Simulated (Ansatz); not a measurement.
# How thick a slab does the work function of W need?

Slabs of W from 1 to 13 layers are run on 3 faces. From which thickness on does the work function stay within 0.05 eV of the thickest slab's, and does that depend on the face?

Set-up. Ansatz 0.2.0, plane waves with PAW datasets (its set soft_2), PBE; symmetric slabs at bulk places and the tabulated experimental lattice constant, 18 Å of vacuum, one k-mesh a face (spacing 0.16 Å⁻¹, 2π included), Fermi-Dirac smearing of 0.1 eV.

Results:

| layers | W(100) (eV) | W(110) (eV) | W(111) (eV) |
| --- | --- | --- | --- |
| 1 | 4.982 | 5.298 | 4.885 |
| 2 | 4.112 | 4.768 | 4.173 |
| 3 | 4.347 | 4.897 | 4.098 |
| 4 | 4.175 | 4.909 | 4.213 |
| 5 | 4.233 | 4.893 | 3.931 |
| 6 | 4.216 | 4.910 | 4.013 |
| 7 | 4.206 | 4.900 | - |
| 8 | 4.213 | 4.902 | 3.975 |
| 10 | 4.221 | 4.896 | 4.013 |
| 11 | - | - | 3.955 |
| 13 | 4.212 | 4.900 | 3.944 |

**Reading.** Within 0.05 eV of the 13-layer value: W(100) from 4 layers on, W(110) from 3 layers on and W(111) from 11 layers on. In length between the outer atoms these thicknesses are 4.7 Å, 4.5 Å and 9.1 Å; the faces differ a good deal. From four layers on the values span 0.017 to 0.282 eV, most on W(111). Thirteen layers cost about 8 to 9 times the CPU time of four.

Caveats: The 13-layer slab is the reference and is itself not proved converged. Thicknesses missing from the table have no sound run at this vacuum, and where values alternate they could fall outside the band. Spin-orbit coupling is left out. The smearing damps swings with thickness. The slabs are unrelaxed and unreconstructed, and the CPU ratio is rough.
